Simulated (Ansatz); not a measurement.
## LiF (Griceite): the PBE gap against the k mesh of the density

Wanted: the cheapest k mesh of the density that holds the PBE gap of LiF (Griceite).

Calculated with Ansatz 0.2.0; DFT, PBE, plane waves, PAW; PAW set soft_1.

Report form: the programs' logs are mostly left out.

### 1. Starting point

It takes space group Fm-3m (No. 225, cubic). The conventional cell has a = 4.028 Å, b = 4.028 Å, c = 4.028 Å, α = 90.00°, β = 90.00°, γ = 90.00°. Nearest to Li lie 6 F at 2.01 Å. Nearest to F lie 6 Li at 2.01 Å. Farther neighbours and most contacts between anions are not listed.

As a file:

```cif
data_structure
_symmetry_space_group_name_H-M 'Fm-3m'
_symmetry_Int_Tables_number 225
_cell_length_a 4.0280
_cell_length_b 4.0280
_cell_length_c 4.0280
_cell_angle_alpha 90.000
_cell_angle_beta 90.000
_cell_angle_gamma 90.000
_cell_volume 65.35
loop_
_atom_site_label
_atom_site_type_symbol
_atom_site_symmetry_multiplicity
_atom_site_Wyckoff_symbol
_atom_site_fract_x
_atom_site_fract_y
_atom_site_fract_z
_atom_site_occupancy
Li1 Li 4 a 0.00000 0.00000 0.00000 1
F1 F 4 b 0.50000 0.00000 0.00000 1
```

The cell and positions come from the Crystallography Open Database and are kept as given unless a step says otherwise.

### 2. k mesh of the density: 4×4×4

input.yaml reads:

```yaml
crystal:
  lattice:
    - [0.0, 2.014, 2.014]
    - [2.014, 0.0, 2.014]
    - [2.014, 2.014, 0.0]
  atoms:
    - { symbol: Li, position: [0.0, 0.0, 0.0] }
    - { symbol: F, position: [0.5, 0.5, 0.5] }
kpoints:
  mp_grid: { grid: [4, 4, 4] }
  band_path:
    path:
      - [0.0, 0.0, 0.0]
      - [0.5, 0.0, 0.5]
      - [0.625, 0.25, 0.625]
      - [0.375, 0.375, 0.75]
      - [0.5, 0.5, 0.5]
      - [0.5, 0.25, 0.75]
      - [0.075, 0.075, 0.15]
    npoints: 1
hamiltonian:
  xc: pbe
  pseudopotentials: { kind: paw, azcp: { folder: soft_1 } }
scf:
  occupations: { method: fixed }
  n_extra_bands: 4
output:
  eigenvalues: true
  write_density: true
  write_potential: true
  elf: true
  volumetric_format: npy
```

On the command line:

```
$ ansatz run input.yaml --threads 3 --pin off --max-ram 92160MiB --backend cuda --events-out ev --progress --plain --runs-dir out --devices 1 --max-vram 13GiB
```

Elapsed: 4.4 s, on 1 × NVIDIA H100 80GB HBM3 (shared by 6 runs) with 3 threads of AMD EPYC 7R13 (Zen 3), shared host; peak memory 0.84 GiB; 4.4 s of CPU time.

Numbers from this step:

* gap: 9.092 eV
* valence top at: k = (0.075, 0.075, 0.150)
* conduction bottom at: Γ
* least direct gap: 9.093 eV

The gap is indirect, with the least direct gap 0.001 eV higher.

### 3. k mesh of the density: 6×6×6

Changes to input.yaml since step 2:

```diff
@@ -9,3 +9,3 @@
 kpoints:
-  mp_grid: { grid: [4, 4, 4] }
+  mp_grid: { grid: [6, 6, 6] }
   band_path:
@@ -28,5 +28 @@
   eigenvalues: true
-  write_density: true
-  write_potential: true
-  elf: true
-  volumetric_format: npy
```

Elapsed: 3.6 s, on 1 × NVIDIA H100 80GB HBM3 (shared by 6 runs) with 3 threads; peak memory 0.88 GiB; 3.2 s of CPU time.

This step gave:

```yaml
gap: 9.094 eV
valence_top_at: k = (0.075, 0.075, 0.150)
conduction_bottom_at: Γ
least_direct_gap: 9.095 eV
```

The gap is 9.094 eV, +0.002 eV from the run before at this level.

### 4. k mesh of the density: 10×10×10 (the default)

input.yaml, the sections that differ from step 3:

```yaml
kpoints:
  mp_grid: { grid: [10, 10, 10] }
  band_path:
    path:
      - [[0.0, 0.0, 0.0], [0.5, 0.0, 0.5], [0.625, 0.25, 0.625]]
      - [[0.375, 0.375, 0.75], [0.0, 0.0, 0.0], [0.5, 0.5, 0.5], [0.5, 0.25, 0.75], [0.5, 0.0, 0.5]]
    npoints: 10
scf:
  occupations: { method: fermi_dirac, width: 0.02 }
  n_extra_bands: 4
output:
  eigenvalues: true
  write_density: true
  write_potential: true
  elf: true
  volumetric_format: npy
# crystal, hamiltonian: as in step 3
```

Elapsed: 4.8 s, on 1 × NVIDIA H100 80GB HBM3 (shared by 6 runs) with 3 threads; peak memory 0.89 GiB; 3.9 s of CPU time.

Numbers from this step:

| Property | Result |
| --- | --- |
| gap | 9.094 eV |
| valence top at | k = (0.075, 0.075, 0.150) |
| conduction bottom at | Γ |
| least direct gap | 9.095 eV |

The gap is 9.094 eV, as in the run before at this level.

### 5. k mesh of the density: 14×14×14

input.yaml, the sections that differ from step 4:

```yaml
kpoints:
  mp_grid: { grid: [14, 14, 14] }
  band_path:
    path:
      - [0.0, 0.0, 0.0]
      - [0.5, 0.0, 0.5]
      - [0.625, 0.25, 0.625]
      - [0.375, 0.375, 0.75]
      - [0.5, 0.5, 0.5]
      - [0.5, 0.25, 0.75]
      - [0.075, 0.075, 0.15]
    npoints: 1
scf:
  occupations: { method: fixed }
  n_extra_bands: 4
output:
  eigenvalues: true
# crystal, hamiltonian: as in step 4
```

Run time: 7.9 s. Hardware: 1 × NVIDIA H100 80GB HBM3 (shared by 6 runs) with 3 threads; peak memory 0.87 GiB; 6.6 s of CPU time.

Numbers from this step:

```
gap                  : 9.094 eV
valence top at       : k = (0.000, 0.071, -0.071)
conduction bottom at : Γ
least direct gap     : 9.095 eV
```

The gap is 9.094 eV, as in the run before at this level.

### 6. The series

Differences are against the last row; a negative gap means that bands overlap, and a run with a band path holds that path's time. Times are wall times on 1 × NVIDIA H100 80GB HBM3 (shared by 6 runs) with 3 threads of AMD EPYC 7R13 (Zen 3), shared host, good to a factor of about two.

```tsv
k mesh of the density	gap (eV)	direct gap (eV)	gap error (eV)	energy error (meV/atom)	irreducible k	time
4×4×4	9.092	9.093	−0.001	+0.9	8	4.4 s
6×6×6	9.094	9.095	+0.0001	+0.0	16	3.6 s
10×10×10	9.094	9.095	+0.0002	+0.0	47	4.8 s
14×14×14	9.094	9.095	+0.000	+0.0	104	7.9 s
```

### 7. What came out

* 4×4×4: 9.092 eV
* 6×6×6: 9.094 eV
* 10×10×10: 9.094 eV
* 14×14×14: 9.094 eV

The gap holds to 0.02 eV from 4×4×4 on, the cheapest setting tried. At 4×4×4 the gap is off by −0.001 eV and the energy by +1 meV/atom. The gap is read over the mesh and added points near the edges, so meshes differ mainly through the density and, for a hybrid, the exchange operator.

[Paths, hosts, dates, memory and timing lines, banners, echoed tables and standing remarks are left out of the program output.]

[Logs are printed without paths, hosts, clocks, repeated set-up lines and the standing remarks that a program may print on its own settings, such as how far it seeks lower states.]

[Runs of the session that timed out or met a known fault of the program may be left out.]

[Cells called generated may have been cut or substituted from an entry of the Crystallography Open Database or the Materials Project.]

[Hosts, paths, dates, database ids (printed as entryN), source tags and the programs' standing remarks are cut or masked in the printed files.]
